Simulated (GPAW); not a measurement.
**Magnetic state of CoO from several starts**

Wanted: the moments of CoO and the energy of each order that was tried.

Main program and level: GPAW 26.7.0; LDA; plane waves with GPAW's PAW setups, scalar-relativistic.

This is a report of a sequence of runs, with most program output left out.

## 1. Set-up

It takes space group Fm-3m (No. 225, cubic). The conventional cell has a = 4.263 Å, b = 4.263 Å, c = 4.263 Å, α = 90.00°, β = 90.00°, γ = 90.00°. Co has 6 O at 2.13 Å nearest. Nearest to O lie 6 Co at 2.13 Å. Farther neighbours and most contacts between anions are not listed.

As a file:

```cif
data_structure
_symmetry_space_group_name_H-M 'P 1'
_symmetry_Int_Tables_number 1
_cell_length_a 3.0144
_cell_length_b 3.0144
_cell_length_c 3.0144
_cell_angle_alpha 60.000
_cell_angle_beta 60.000
_cell_angle_gamma 60.000
_cell_volume 19.37
loop_
_atom_site_label
_atom_site_type_symbol
_atom_site_fract_x
_atom_site_fract_y
_atom_site_fract_z
_atom_site_occupancy
Co1 Co 0.00000 0.00000 0.00000 1
O2 O 0.50000 0.50000 0.50000 1
```

The settings of this session are not all sound (see the inputs), so it shows what such settings give, not the properties of the crystal.

## 2. Start 1: ferro +

Parallel moments need no larger cell; this start tests for a ferromagnetic state only.

Contents of order1.py:

```python
import json
import numpy as np
from ase import Atoms
from ase.parallel import paropen, parprint
from gpaw import GPAW

atoms = Atoms(['Co', 'O'],
    cell=[[0.0, 2.1315, 2.1315],
         [2.1315, 0.0, 2.1315],
         [2.1315, 2.1315, 0.0]],
    scaled_positions=[[0.0, 0.0, 0.0],
         [0.5, 0.5, 0.5]],
    pbc=True,
    magmoms=[3.0, 0.0])
atoms.calc = GPAW(mode={'name': 'pw', 'ecut': 700},
    xc='LDA',
    kpts={'size': (4, 4, 4), 'gamma': True},
    occupations={'name': 'fermi-dirac', 'width': 0.005},
    convergence={'density': 1e-05, 'energy': 1e-05},
    maxiter=200,
    txt='order1.txt')
e = atoms.get_potential_energy(force_consistent=True)
res = {'free_energy': e, 'energy_sigma0': atoms.get_potential_energy(), 'fermi_energy': atoms.calc.get_fermi_level()}
res['moments'] = atoms.get_magnetic_moments().tolist()
res['total'] = atoms.get_magnetic_moment()
parprint('site moments (muB):', np.round(res['moments'], 3))
parprint(f"total moment: {res['total']:.3f} muB")
parprint(f'free energy: {e:.6f} eV')
atoms.calc.write('order1.gpw')
with paropen('results.json', 'w') as f:
    json.dump(res, f)
```

Started as:

```
OMP_NUM_THREADS=1 python3 order1.py > order1.log
```

Run time: 7.6 s. Hardware: 1 MPI rank of Arm Neoverse V1, shared host; peak memory 0.14 GiB.

Read from the output:

- magnetization: 2.375 μB
- final state: ferromagnetic
- largest moment: 2.101 μB

After 14 cycles the largest moment stands at 2.10 μB.

## 3. Start 2: antiferro q=(0,0,1/2) +-

Reversing part of the moments tests the sign of the couplings between them.

The cell is doubled to 4 atoms to hold this order. Its mesh is chosen so that both cells sample the same points.

Contents of order2.py:

```python
import json
import numpy as np
from ase import Atoms
from ase.parallel import paropen, parprint
from gpaw import GPAW

atoms = Atoms(['Co', 'Co', 'O', 'O'],
    cell=[[0.0, 2.1315, 2.1315],
         [2.1315, 0.0, 2.1315],
         [4.263, 4.263, 0.0]],
    scaled_positions=[[0.0, 0.0, 0.0],
         [0.0, 0.0, 0.5],
         [0.5, 0.5, 0.25],
         [0.5, 0.5, 0.75]],
    pbc=True,
    magmoms=[3.0, -3.0, 0.0, 0.0])
atoms.calc = GPAW(mode={'name': 'pw', 'ecut': 700},
    xc='LDA',
    kpts={'size': (4, 4, 2), 'gamma': True},
    occupations={'name': 'fermi-dirac', 'width': 0.005},
    convergence={'density': 1e-05, 'energy': 1e-05},
    maxiter=200,
    txt='order2.txt')
e = atoms.get_potential_energy(force_consistent=True)
res = {'free_energy': e, 'energy_sigma0': atoms.get_potential_energy(), 'fermi_energy': atoms.calc.get_fermi_level()}
res['moments'] = atoms.get_magnetic_moments().tolist()
res['total'] = atoms.get_magnetic_moment()
parprint('site moments (muB):', np.round(res['moments'], 3))
parprint(f"total moment: {res['total']:.3f} muB")
parprint(f'free energy: {e:.6f} eV')
atoms.calc.write('order2.gpw')
with paropen('results.json', 'w') as f:
    json.dump(res, f)
```

Started as:

```
OMP_NUM_THREADS=1 python3 order2.py > order2.log
```

Run time: 30 s. Hardware: 1 MPI rank; peak memory 0.19 GiB.

Spin moment in the augmentation sphere by atom:

```tsv
atom	spin moment in the augmentation sphere (μB)
Co1	2.38
Co2	-2.38
O3	0.00
O4	0.00
```

Read from the output:

```
magnetization : 0 μB
final state   : antiferromagnetic
```

It lies 85.2 meV a seeded atom under the first start, and its largest moment is 2.38 μB against 2.10 μB.

## 4. Run 3 (antiferro q=(0,1/2,1/2) +-)

The cell is doubled to 4 atoms to hold this order. Its mesh is chosen so that both cells sample the same points.

order3.py is the script of step 3 with these lines changed:

```diff
@@ -8,8 +8,8 @@
     cell=[[0.0, 2.1315, 2.1315],
-         [2.1315, 0.0, 2.1315],
-         [4.263, 4.263, 0.0]],
+         [4.263, 0.0, 4.263],
+         [4.263, 2.1315, 2.1315]],
     scaled_positions=[[0.0, 0.0, 0.0],
-         [0.0, 0.0, 0.5],
-         [0.5, 0.5, 0.25],
-         [0.5, 0.5, 0.75]],
+         [0.0, 0.5, 0.0],
+         [0.5, 0.0, 0.5],
+         [0.5, 0.5, 0.5]],
     pbc=True,
@@ -18,3 +18,3 @@
     xc='LDA',
-    kpts={'size': (4, 4, 2), 'gamma': True},
+    kpts={'size': (4, 2, 4), 'gamma': True},
     occupations={'name': 'fermi-dirac', 'width': 0.005},
@@ -22,3 +22,3 @@
     maxiter=200,
-    txt='order2.txt')
+    txt='order3.txt')
 e = atoms.get_potential_energy(force_consistent=True)
@@ -30,3 +30,3 @@
 parprint(f'free energy: {e:.6f} eV')
-atoms.calc.write('order2.gpw')
+atoms.calc.write('order3.gpw')
 with paropen('results.json', 'w') as f:
```

Started as:

```
OMP_NUM_THREADS=1 python3 order3.py > order3.log
```

Run time: 1.9 min. Hardware: 1 MPI rank; peak memory 0.34 GiB.

The program warns that the cell vectors are strongly skewed. A reduced cell would be the safer input.

Spin moment in the augmentation sphere by atom:

```tsv
atom	spin moment in the augmentation sphere (μB)
Co1	2.13
Co2	-2.13
O3	-0.05
O4	0.05
```

Read from the output:

```
magnetization : 0 μB
final state   : antiferromagnetic
```

It lies 112 meV a seeded atom over the first start, and its largest moment is 2.13 μB against 2.10 μB.

## 5. Order 4, typed as no spin polarisation

A run without seeds gives the energy of the state without moments.

Contents of nospin.py:

```python
import json
import numpy as np
from ase import Atoms
from ase.parallel import paropen, parprint
from gpaw import GPAW

atoms = Atoms(['Co', 'O'],
    cell=[[0.0, 2.1315, 2.1315],
         [2.1315, 0.0, 2.1315],
         [2.1315, 2.1315, 0.0]],
    scaled_positions=[[0.0, 0.0, 0.0],
         [0.5, 0.5, 0.5]],
    pbc=True)
atoms.calc = GPAW(mode={'name': 'pw', 'ecut': 700},
    xc='LDA',
    kpts={'size': (4, 4, 4), 'gamma': True},
    occupations={'name': 'fermi-dirac', 'width': 0.005},
    convergence={'density': 1e-05, 'energy': 1e-05},
    maxiter=200,
    txt='nospin.txt')
e = atoms.get_potential_energy(force_consistent=True)
res = {'free_energy': e, 'energy_sigma0': atoms.get_potential_energy(), 'fermi_energy': atoms.calc.get_fermi_level()}
parprint(f'free energy: {e:.6f} eV')
atoms.calc.write('nospin.gpw')
with paropen('results.json', 'w') as f:
    json.dump(res, f)
```

Started as:

```
OMP_NUM_THREADS=1 python3 nospin.py > nospin.log
```

Elapsed: 4.5 s, on 1 MPI rank; peak memory 0.14 GiB.

Read from the output:

| Quantity | Value |
| --- | --- |
| final state | non-magnetic (no spin polarisation) |

It lies 416 meV a seeded atom over the first start.

## 6. A faulty input

An input with a fault is tried, to see how the program answers.

Contents of run.py:

```python
import json
import numpy as np
from ase import Atoms
from ase.parallel import paropen, parprint
from gpaw import GPAW

atoms = Atoms(['Co', 'O'],
    cell=[[0.0, 2.1315, 2.1315],
         [2.1315, 0.0, 2.1315],
         [2.1315, 2.1315, 0.0]],
    scaled_positions=[[0.0, 0.0, 0.0],
         [0.5, 0.5, 0.5]],
    pbc=True,
    magmoms=[3.0, 0.0])
atoms.calc = GPAW(mode={'name': 'pw', 'ecut': 700},
    xc='LDA',
    kpts={'size': (0, 4, 4), 'gamma': True},
    occupations={'name': 'fermi-dirac', 'width': 0.005},
    convergence={'density': 1e-05, 'energy': 1e-05},
    maxiter=50,
    txt='run.txt')
e = atoms.get_potential_energy(force_consistent=True)
res = {'free_energy': e, 'energy_sigma0': atoms.get_potential_energy(), 'fermi_energy': atoms.calc.get_fermi_level()}
res['moments'] = atoms.get_magnetic_moments().tolist()
res['total'] = atoms.get_magnetic_moment()
parprint('site moments (muB):', np.round(res['moments'], 3))
parprint(f"total moment: {res['total']:.3f} muB")
parprint(f'free energy: {e:.6f} eV')
atoms.calc.write('run.gpw')
with paropen('results.json', 'w') as f:
    json.dump(res, f)
```

Started as:

```
OMP_NUM_THREADS=1 python3 run.py > run.log
```

It took 1.8 s on 1 MPI rank; peak memory 0.11 GiB.

The program refused the input before any cycle.

The program's message: “ZeroDivisionError: float division by zero”

The fault put into the input: a mesh with a zero.

Each count of the mesh must be at least 1.

## 7. The states side by side

These are free energies at a smearing of 0.005 eV, so its entropy term is in the differences. They are divided by the number of seeded atoms, so that cells of unlike size compare. Wavevectors q in the names are fractions of the reciprocal vectors of the first run's cell.

Orders:

```tsv
start	final state	typed order kept	energy over the lowest (meV a seeded atom)	largest site moment (μB)	net moment (μB a primitive cell)	mesh matched	CPU time (s)
ferro +	ferromagnetic	yes	85.22	2.101	2.375	yes	7.61
antiferro q=(0,0,1/2) +-	antiferromagnetic	yes	0	2.378	0	yes	30.42
antiferro q=(0,1/2,1/2) +-	antiferromagnetic	yes	197.2	2.127	0	yes	112.9
no spin polarisation	non-magnetic	-	501.5	0	0	yes	4.48
```

## 8. Outcome

```json
{"lowest state found": "antiferromagnetic (typed antiferro q=(0,0,1/2) +-)", "largest site moment": "2.38 μB", "next state": "ferromagnetic, 85.2 meV a seeded atom higher", "energy gained by spin polarisation": "502 meV a seeded atom"}
```

The lowest state found is antiferromagnetic, reached from the start antiferro q=(0,0,1/2) +-, with moments up to 2.38 μB. The next state costs 85 meV a seeded atom. This is the lowest of 4 finished starts, no proof of the ground state.

[Logs and program files are shortened in this print: banners, set-up blocks, solver, clock and traceback lines can be left out without a mark of their own.]

[Logs are printed without paths, hosts, clocks, repeated set-up lines and the standing remarks that a program may print on its own settings, such as how far it seeks lower states.]

[Hosts, paths, dates, database ids (printed as entryN), source tags and the programs' standing remarks are cut or masked in the printed files.]

[Where a cell is said to come from a database of computed structures, the database is the Materials Project.]
